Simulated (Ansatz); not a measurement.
# What LiY in Pnma, a phase reached by a soft mode distorts into

Aim: this structure of LiY in Pnma, a phase reached by a soft mode is to be tested for unstable modes, and one is followed downhill.

Program: Ansatz 0.2.0. Level of theory: DFT PBEsol, scalar-relativistic, plane waves, PAW. Results are calculated unless marked as measured.

The structure was built from a prototype and need not be the compound's stable phase.

## Step 1: Starting point

It takes space group Pnma (No. 62, orthorhombic). The conventional cell has a = 6.249 Å, b = 5.176 Å, c = 6.187 Å, α = 90.00°, β = 90.00°, γ = 90.00°. Li has 7 Y at 3.07 to 3.35 Å and 2 Li at 3.21 Å nearest. Y has 7 Li at 3.07 to 3.35 Å nearest. Farther neighbours are not listed.

Coordinates:

```cif
data_structure
_symmetry_space_group_name_H-M 'P 1'
_symmetry_Int_Tables_number 1
_cell_length_a 6.2492
_cell_length_b 5.1757
_cell_length_c 6.1872
_cell_angle_alpha 90.000
_cell_angle_beta 90.000
_cell_angle_gamma 90.000
_cell_volume 200.12
loop_
_atom_site_label
_atom_site_type_symbol
_atom_site_fract_x
_atom_site_fract_y
_atom_site_fract_z
_atom_site_occupancy
Li1 Li 0.58510 0.25000 0.62643 1
Li2 Li 0.91490 0.75000 0.12643 1
Li3 Li 0.41490 0.75000 0.37357 1
Li4 Li 0.08510 0.25000 0.87357 1
Y5 Y 0.65062 0.25000 0.12677 1
Y6 Y 0.84938 0.75000 0.62677 1
Y7 Y 0.34938 0.75000 0.87323 1
Y8 Y 0.15062 0.25000 0.37323 1
```

## Step 2: Linear response at the zone centre

This phase was reached earlier by freezing in an unstable mode of a structure of higher symmetry and relaxing. Its zone-centre modes can show that it is still unstable.

Input file input.yaml:

```yaml
crystal:
  lattice:
    - [6.2491676188, 0.0, 0.0]
    - [0.0, 5.1756949123, 0.0]
    - [0.0, 0.0, 6.1871566033]
  atoms:
    - { symbol: Li, position: [0.5850958571, 0.25, 0.6264328539] }
    - { symbol: Li, position: [0.9149041429, 0.75, 0.1264328539] }
    - { symbol: Li, position: [0.4149041429, 0.75, 0.3735671461] }
    - { symbol: Li, position: [0.0850958571, 0.25, 0.8735671461] }
    - { symbol: "Y", position: [0.6506187743, 0.25, 0.1267719426] }
    - { symbol: "Y", position: [0.8493812257, 0.75, 0.6267719426] }
    - { symbol: "Y", position: [0.3493812257, 0.75, 0.8732280574] }
    - { symbol: "Y", position: [0.1506187743, 0.25, 0.3732280574] }
kpoints:
  mp_grid: { grid: [6, 8, 6] }
hamiltonian:
  xc: pbesol
scf:
  occupations: { method: methfessel_paxton, width: 0.2 }
output:
  eigenvalues: true
phonons:
  method: dfpt
```

Command:

```sh
> ansatz run input.yaml --threads 4 --pin off --max-ram 14336MiB --backend cpu --events-out ev --progress --plain --runs-dir out
```

Numbers of over 12 decimals in the logs are rounded to 6 here.

The log of the run:

```text
zone centre: on kpoints.mp_grid the ground state, and the responses unless they are solved on pairs of k-points, stand on 100 of the mesh's 288 k-points, reduced under 2 symmetry operations, with k and −k counted as one. Each operation leaves every solved displacement unchanged or reverses it
Engine: ansatz 0.2.0, aarch64-unknown-linux-gnu
Pseudopotentials: kind: paw
Pseudopotential: Li, paw, valence charge 3, recommended cutoff 420 eV (normal), Li.paw.azcp
Pseudopotential: Y, paw, valence charge 11, recommended cutoff 420 eV (normal), Y.paw.azcp
Functional definition: PBEsol
  exchange = pbesol_x
  correlation = pbesol_c
Crystal: 8 atoms, lattice volume = 200.116 Å³
Basis set: ecut = 420 eV, 3901 PW (Γ), exchange–correlation on 96×72×96 points (8 copies of the dense FFT grid, shifted against one another)
Bands: 36, of which v1, the nominal top of the filled ones, is band 28 counted from 1 (27 counted from 0)
Symmetry: 8 space group operations
k-points: 100 of 288 (irreducible under 2 space group operations, time reversal used)
Non-local potential: Li, projectors of the file, l = 0: 3, l = 1: 2, l = 2: 1
Non-local potential: Y, projectors of the file, l = 0: 3, l = 1: 2, l = 2: 2, l = 3: 1
PAW form: soft (Blöchl's): semilocal exchange-correlation on the pseudo side does not see the compensation charge
PAW frozen core: Y, regenerated for the run's functional, and the local potential with it (the file was generated under x = pbe(κ = 0.804, μ = 0.219515), c = pbe(β = 0.066725))
PAW one-centre angular grid: Li, 110 points (default); XC on 64 Gauss nodes
PAW one-centre angular grid: Y, 590 points (default); XC on 64 Gauss nodes
Initial density: superposition of atomic densities (neutral atoms: chi_scale 0, normalization atom), corrected by the library's trained network
Initial wavefunctions: pseudopotential atomic-orbital guess
Functional: x = pbesol(κ = 0.804, μ = 0.123457), c = pbesol(β = 0.046)
SCF iter   1: F=—  HF=-15990.572128 eV  |F-HF|=—  |Δ(HF+E_count)|=         —  Δρ=4.39e-3  dr2=9.63e-2  ethr=1.77e-3  ⟨swp⟩=6.6  Hψ=15891  notcnv=0
preconditioner: auto → Kerker (q_TF=auto, 2.207 Å⁻¹)  [metal: Δε(μ)=0.007 eV  Ē_g=2.121 eV  σ=0.200 eV  W_gap=0.03  n_scr=30 (ndim 8)  ℏωp=10.5 eV  f_vac=0.000  D(μ)=10.92/eV (n_scr^D=96)]
SCF iter   2: F=—  HF=-15990.564052 eV  |F-HF|=—  |Δ(HF+E_count)|=   8.08e-3  S|Δr|=    0.00e0  Δρ=2.34e-3  dr2=2.46e-2  ethr=1.72e-4  ⟨swp⟩=1.0  Hψ=4403  notcnv=0
SCF iter   3: F=—  HF=-15990.558726 eV  |F-HF|=—  |Δ(HF+E_count)|=   5.33e-3  S|Δr|=    0.00e0  Δρ=5.41e-4  dr2=1.46e-3  ethr=4.38e-5  ⟨swp⟩=2.0  Hψ=4046  notcnv=0
SCF iter   4: F=—  HF=-15990.558400 eV  |F-HF|=—  |Δ(HF+E_count)|=   3.25e-4  S|Δr|=    0.00e0  Δρ=1.31e-4  dr2=4.84e-5  ethr=2.61e-6  ⟨swp⟩=2.0  Hψ=4331  notcnv=0
SCF iter   5: F=—  HF=-15990.558397 eV  |F-HF|=—  |Δ(HF+E_count)|=   2.86e-6  S|Δr|=    0.00e0  Δρ=3.48e-5  dr2=3.57e-6  ethr=8.65e-8  ⟨swp⟩=2.1  Hψ=4507  notcnv=0
SCF iter   6: F=—  HF=-15990.558375 eV  |F-HF|=—  |Δ(HF+E_count)|=   2.29e-5  S|Δr|=    0.00e0  Δρ=7.57e-6  dr2=1.92e-7  ethr=6.38e-9  ⟨swp⟩=2.0  Hψ=6188  notcnv=0
SCF iter   7: F=—  HF=-15990.558375 eV  |F-HF|=—  |Δ(HF+E_count)|=   3.72e-8  S|Δr|=    0.00e0  Δρ=1.46e-6  dr2=7.48e-9  ethr=3.43e-10  ⟨swp⟩=2.7  Hψ=6327  notcnv=0
SCF iter   8: F=—  HF=-15990.558375 eV  |F-HF|=—  |Δ(HF+E_count)|=   1.14e-9  S|Δr|=    0.00e0  Δρ=3.31e-7  dr2=4.38e-10  ethr=1.34e-11  ⟨swp⟩=2.1  Hψ=4177  notcnv=0
SCF iter   9: F=—  HF=-15990.558375 eV  |F-HF|=—  |Δ(HF+E_count)|=  7.64e-11  S|Δr|=    0.00e0  Δρ=6.99e-8  dr2=2.15e-11  ethr=1.00e-12  ⟨swp⟩=2.0  Hψ=4122  notcnv=0
SCF iter  10: F=-15990.558375 eV  HF=-15990.558375 eV  |F-HF|=1.82e-12  |Δ(HF+E_count)|=  5.46e-12  S|Δr|=    0.00e0  Δρ=1.35e-8  dr2=4.53e-13  ethr=1.00e-12  ⟨swp⟩=5.3  Hψ=13818  notcnv=0
SCF 1 converged in 10 iterations: F = -15990.558375 eV  dr2 = 4.53e-13
  greatest PAW one-centre occupation: 1.000 electrons in one spin orbital (limit 2), on the Li atom at site 2 (counted from 0), in its partial waves of l = 0
DFPT response loops at Γ: preconditioner auto → Kerker (q_TF=auto, 2.207 Å⁻¹) (partly filled bands, converged f_vac=0.000); β = 1.00, the filter's whole step (`scf.mixing.beta` (0.50) is not read by the response loops under this deck's `scf.mixing.preconditioner`; to damp them name `kerker` or `kerker_dos`, under which they read `scf.mixing.beta`, and type it under 1.00, their step now; both keys bind the ground state too); Broyden in place of MSR1
SCF converged after 10 iterations
Stability not checked: this state was not tested for a lower state beside it, because cold or Methfessel-Paxton smearing, or corrected tetrahedra, fill the levels in a way that the test cannot read (fill_not_monotonic; see scf.lower_state_search)
Free energy (F): -15990.558375 eV
Harris-Foulkes:  -15990.558375 eV  (|F-HF|=1.82e-12)
Internal energy: -15990.557690 eV  (E = F + TS)
E sigma→0 (E₀):  -15990.558204 eV
Entropy (-TS):   -0.000684 eV (-0.086 meV/atom)
Fermi energy:    6.569738 eV
Step filling:    the computed levels leave a gap of 0.0000 eV = 0.0 smearing widths at the electron count; against every level under it full and every level over it empty, smearing changes F+E_penalty+E_count by -2.605 meV and its σ→0 estimate by -2.434 meV
--- Per-component energies (eV) ---
  E_band       = -902.610202
  E_kinetic    = 1303.257998
  E_local      = -3202.686361  (includes V_loc(G=0)·N_el)
  E_nonlocal   = 74.852404
  E_hartree    = 1014.000914
  E_xc         = -724.357858
  E_vxc        = -841.154378  (∫ρ·V_xc dr)
  E_paw        = -11172.181404  (= ΣΔE_a)
  E_vpaw       = -264.881756  (= ΣTr[D̂ρ^β])
  E_aug_tail   = 0.000068  (compensation charges beyond the density's cutoff)
  E_ewald      = -3284.038543
  E_core_change = 0.595091  (= ΣΔE_core)
  E_smearing   = -0.000684  (= −TS)
  E_closure    = 0.000000  (closes the sum)
  Σ components = -15990.558375   (vs F -15990.558375, Δ=0.00e0)
--- Band table (eV; the first three rows and the last of 100) ---
  k-point 0: bands = [... 24 lower, 5.8445, 5.8918, 6.2661, 6.8307, 6.9010, 7.0533, 7.1447, 7.1550, ... 4 higher]
  k-point 1: bands = [... 24 lower, 5.7595, 6.2108, 6.2825, 6.7274, 6.7704, 6.9050, 6.9992, 7.1294, ... 4 higher]
  k-point 2: bands = [... 24 lower, 5.9481, 6.1452, 6.4128, 6.6853, 6.7108, 6.8387, 6.9448, 7.0330, ... 4 higher]
  k-point 99: bands = [... 24 lower, 5.7561, 5.7561, 5.7561, 5.7561, 6.8397, 6.8397, 6.8397, 6.8397, ... 4 higher]
--- Phonons (Γ-DFPT): 6 representative perturbations + reference, on 100 of 288 k-points (Σ response iterations 18) ---
  k mesh reduced under 2 symmetry operations, with k and −k counted as one. Each operation leaves every solved displacement unchanged or reverses it
  ASR residual: 1.039e-5 → 0.000e0 eV/Å²; symmetrization residual: 7.000e-6 eV/Å²
  ASR residual per site (eV/Å²): 1.04e-5 1.04e-5 1.04e-5 1.04e-5 8.97e-6 8.97e-6 8.97e-6 8.97e-6
  Γ frequencies (cm⁻¹): -50.28 -38.71 0.00 0.00 0.00 62.97 71.88 79.24 87.23 104.10 107.63 121.61 224.95 240.95 241.19 241.36 283.83 309.45 311.89 312.51 317.84 322.95 334.01 335.79
  non-analytic LO–TO correction: not included (Born effective charges unavailable; polar crystals: no LO–TO splitting at Γ)
```

Wall time 2.8 min (4 threads of Arm Neoverse V1, shared host); peak memory 2.6 GiB; 11 min of CPU time.

The column dr2 measures how far the density is from self-consistency, as an energy; F and HF (Harris–Foulkes) agree once it is small.

This step gave:

| Property | Result |
| --- | --- |
| volume per atom | 25.01 Å³ |
| gap on the k-mesh | 0 eV |
| sum-rule residual before enforcement | 1.04e-5 eV/Å² |
| point group | mmm |
| highest optical mode at the zone centre (no LO-TO term) | 335.8 cm⁻¹ |
| lowest optical zone-centre mode | -50.28 cm⁻¹ |

Patterns of degenerate modes are one choice out of their space. Modes at Γ, with each element's share of the kinetic energy (negative means imaginary):

| mode | frequency (cm⁻¹) | symmetry | Li % | Y % |
| --- | --- | --- | --- | --- |
| 1 | -50.3 | B3u | 12 | 88 |
| 2 | -38.7 | B2g | 5 | 95 |
| 3 | 0.0 | acoustic | 7 | 93 |
| 4 | 0.0 | acoustic | 7 | 93 |
| 5 | 0.0 | acoustic | 7 | 93 |
| 6 | 63.0 | B1g | 6 | 94 |
| 7 | 71.9 | Ag | 2 | 98 |
| 8 | 79.2 | Au | 1 | 99 |
| 9 | 87.2 | Ag | 4 | 96 |
| 10 | 104.1 | B1u | 7 | 93 |
| 11 | 107.6 | B3g | 2 | 98 |
| 12 | 121.6 | B2g | 1 | 99 |
| 13 | 224.9 | B1u | 93 | 7 |
| 14 | 240.9 | B3u | 88 | 12 |
| 15 | 241.2 | Ag | 97 | 3 |
| 16 | 241.4 | B2g | 99 | 1 |
| 17 | 283.8 | Au | 99 | 1 |
| 18 | 309.4 | B3u | 93 | 7 |
| 19 | 311.9 | B2u | 93 | 7 |
| 20 | 312.5 | B1g | 94 | 6 |
| 21 | 317.8 | B1u | 92 | 8 |
| 22 | 322.9 | B2g | 95 | 5 |
| 23 | 334.0 | Ag | 97 | 3 |
| 24 | 335.8 | B3g | 98 | 2 |

Displacements in mode 1 (-50.3 cm⁻¹), the largest set to 1:
```
Li1  0.60  0.00 -1.00
Li2  0.60  0.00  1.00
Li3  0.60  0.00 -1.00
Li4  0.60  0.00  1.00
Y5  -0.05  0.00 -0.90
Y6  -0.05  0.00  0.90
Y7  -0.05  0.00 -0.90
Y8  -0.05  0.00  0.90
```

Displacements in mode 11 (107.6 cm⁻¹), the largest set to 1:
```
Li1  0.00  0.46  0.00
Li2  0.00  0.46  0.00
Li3  0.00 -0.46  0.00
Li4  0.00 -0.46  0.00
Y5   0.00  1.00  0.00
Y6   0.00  1.00  0.00
Y7   0.00 -1.00  0.00
Y8   0.00 -1.00  0.00
```

Before it was imposed, the acoustic sum rule was missed by 1.0e-5 eV/Å². Small misses are needed for a sound result but don't prove that mesh and cutoff are converged. The lowest optical mode is imaginary, 50.3i cm⁻¹, so the energy falls along it.

## Step 3: The mode frozen in, largest atomic shift 0 Å

The mode followed lies at Γ with frequency 50.3i cm⁻¹, the softest among the wavevectors solved. At small amplitude the distorted cell has space group no. 26 by a symmetry search on the positions. The undistorted cell that holds it gives the zero of energy on the same k mesh.

input.yaml: that of step 2 with these lines changed.

```diff
@@ -21,4 +21,4 @@
 output:
+  forces: true
+  stress: true
   eigenvalues: true
-phonons:
-  method: dfpt
```

The log of the run:

```text
[...]
Crystal: 8 atoms, lattice volume = 200.116 Å³
Basis set: ecut = 420 eV, 3901 PW (Γ), exchange–correlation on 90×72×90 points (8 copies of the dense FFT grid, shifted against one another)
Bands: 36, of which v1, the nominal top of the filled ones, is band 28 counted from 1 (27 counted from 0)
Symmetry: 8 space group operations
[...]
k-points: 80 of 288
[...]
k-point 0: bands = [... 24 lower, 5.8445, 5.8918, 6.2661, 6.8307, 6.9010, 7.0533, 7.1447, 7.1550, ... 4 higher]
  k-point 1: bands = [... 24 lower, 5.7595, 6.2109, 6.2825, 6.7274, 6.7704, 6.9050, 6.9992, 7.1294, ... 4 higher]
  k-point 2: bands = [... 24 lower, 5.9481, 6.1452, 6.4128, 6.6853, 6.7109, 6.8387, 6.9448, 7.0330, ... 4 higher]
  k-point 79: bands = [... 24 lower, 5.7561, 5.7561, 5.7561, 5.7561, 6.8397, 6.8397, 6.8397, 6.8397, ... 4 higher]
[key lines of the parts left out:]
SCF converged after 7 iterations
Free energy (F): -15990.558375 eV
Fermi energy:    6.569748 eV
P = ⅓ Tr σ = -0.0025 GPa (-0.025 kbar)
```

Wall time 10 s (4 threads); peak memory 0.77 GiB.

This step gave:

```yaml
pressure: -0.002473 GPa
energy_from_the_undistorted_cell: 0 meV/atom
```

The run ends at a pressure of 0.00 GPa, with forces up to 7.0e-4 eV/Å.

## Step 4: The mode frozen in, largest atomic shift 0.45 Å

The atoms are moved along the unstable eigenvector, the largest shift by 0.45 Å, with the cell fixed.

input.yaml, the sections that differ from step 3:

```yaml
crystal:
  lattice:
    - [6.2491676188, 0.0, 0.0]
    - [0.0, 5.1756949123, 0.0]
    - [0.0, 0.0, 6.1871566033]
  atoms:
    - { symbol: Li, position: [0.6222656092, 0.25, 0.5641398367] }
    - { symbol: Li, position: [0.952073895, 0.75, 0.1887258711] }
    - { symbol: Li, position: [0.452073895, 0.75, 0.3112741289] }
    - { symbol: Li, position: [0.1222656092, 0.25, 0.9358601633] }
    - { symbol: "Y", position: [0.6477172991, 0.25, 0.0708976653] }
    - { symbol: "Y", position: [0.8464797505, 0.75, 0.6826462199] }
    - { symbol: "Y", position: [0.3464797505, 0.75, 0.8173537801] }
    - { symbol: "Y", position: [0.1477172991, 0.25, 0.4291023347] }
# kpoints, hamiltonian, scf, output: as in step 3
```

The log of the run:

```text
[...]
Crystal: 8 atoms, lattice volume = 200.116 Å³
Basis set: ecut = 420 eV, 3901 PW (Γ), exchange–correlation on 90×72×90 points (8 copies of the dense FFT grid, shifted against one another)
Bands: 36, of which v1, the nominal top of the filled ones, is band 28 counted from 1 (27 counted from 0)
Symmetry: 4 space group operations
[...]
k-points: 80 of 288 (time reversal used)
[...]
k-point 0: bands = [... 24 lower, 5.7306, 5.8610, 6.1493, 6.5458, 6.5763, 6.9708, 7.0040, 7.3419, ... 4 higher]
  k-point 1: bands = [... 24 lower, 5.7325, 6.0741, 6.1919, 6.4603, 6.7184, 6.8072, 6.9504, 7.3817, ... 4 higher]
  k-point 2: bands = [... 24 lower, 5.7565, 5.9523, 6.4215, 6.5636, 6.6405, 6.8089, 6.8306, 7.3544, ... 4 higher]
  k-point 79: bands = [... 24 lower, 5.7314, 5.7314, 5.7565, 5.7565, 6.9853, 6.9853, 7.0153, 7.0153, ... 4 higher]
[key lines of the parts left out:]
SCF converged after 7 iterations
Free energy (F): -15990.669549 eV
Fermi energy:    6.545939 eV
P = ⅓ Tr σ = 0.1895 GPa (1.895 kbar)
```

Run time: 12 s. Hardware: 4 threads; peak memory 0.73 GiB.

This step gave:

| Item | Value |
| --- | --- |
| pressure | 0.1895 GPa |
| energy from the undistorted cell | -14.02 meV/atom |

The energy, extrapolated to zero smearing, is -14.02 meV/atom against the undistorted cell.

The run ends at a pressure of 0.19 GPa, with forces up to 0.18 eV/Å.

## Step 5: Energy along the mode, all amplitudes (two of the runs are shown above)

An imaginary frequency means negative curvature, so the energy should fall and then rise again as anharmonic terms take over.

Numbers from this step:

| Property | Result |
| --- | --- |
| depth at the lowest point sampled | 14.02 meV/atom |
| largest atomic shift at that point | 0.45 Å |

Energy from the parent against largest atomic shift:

| largest atomic shift (Å) | energy from the parent (meV/atom) |
| --- | --- |
| 0.000 | 0 |
| 0.040 | -0.237 |
| 0.080 | -0.927 |
| 0.140 | -2.67 |
| 0.220 | -5.84 |
| 0.320 | -10.1 |
| 0.450 | -14.0 |
| 0.600 | -12.8 |

Displacement at unit largest shift by atom:

| atom | x (Å) | y (Å) | z (Å) | size |
| --- | --- | --- | --- | --- |
| Li1 | 0.516 | 0.000 | -0.856 | 0.999 |
| Li2 | 0.516 | 0.000 | 0.856 | 0.999 |
| Li3 | 0.516 | 0.000 | -0.856 | 0.999 |
| Li4 | 0.516 | 0.000 | 0.856 | 0.999 |
| Y5 | -0.040 | 0.000 | -0.768 | 0.769 |
| Y6 | -0.040 | 0.000 | 0.768 | 0.769 |
| Y7 | -0.040 | 0.000 | -0.768 | 0.769 |
| Y8 | -0.040 | 0.000 | 0.768 | 0.769 |

The lowest of the steps tried is at 0.45 Å, 14.0 meV/atom below the parent; the bottom of the well need not coincide with a step.

[end of part 1 of 3]

[Logs are printed without paths, hosts, clocks, repeated set-up lines and the standing remarks that a program may print on its own settings, such as how far it seeks lower states.]

[Hosts, paths, dates, database ids (printed as entryN), source tags and the programs' standing remarks are cut or masked in the printed files.]
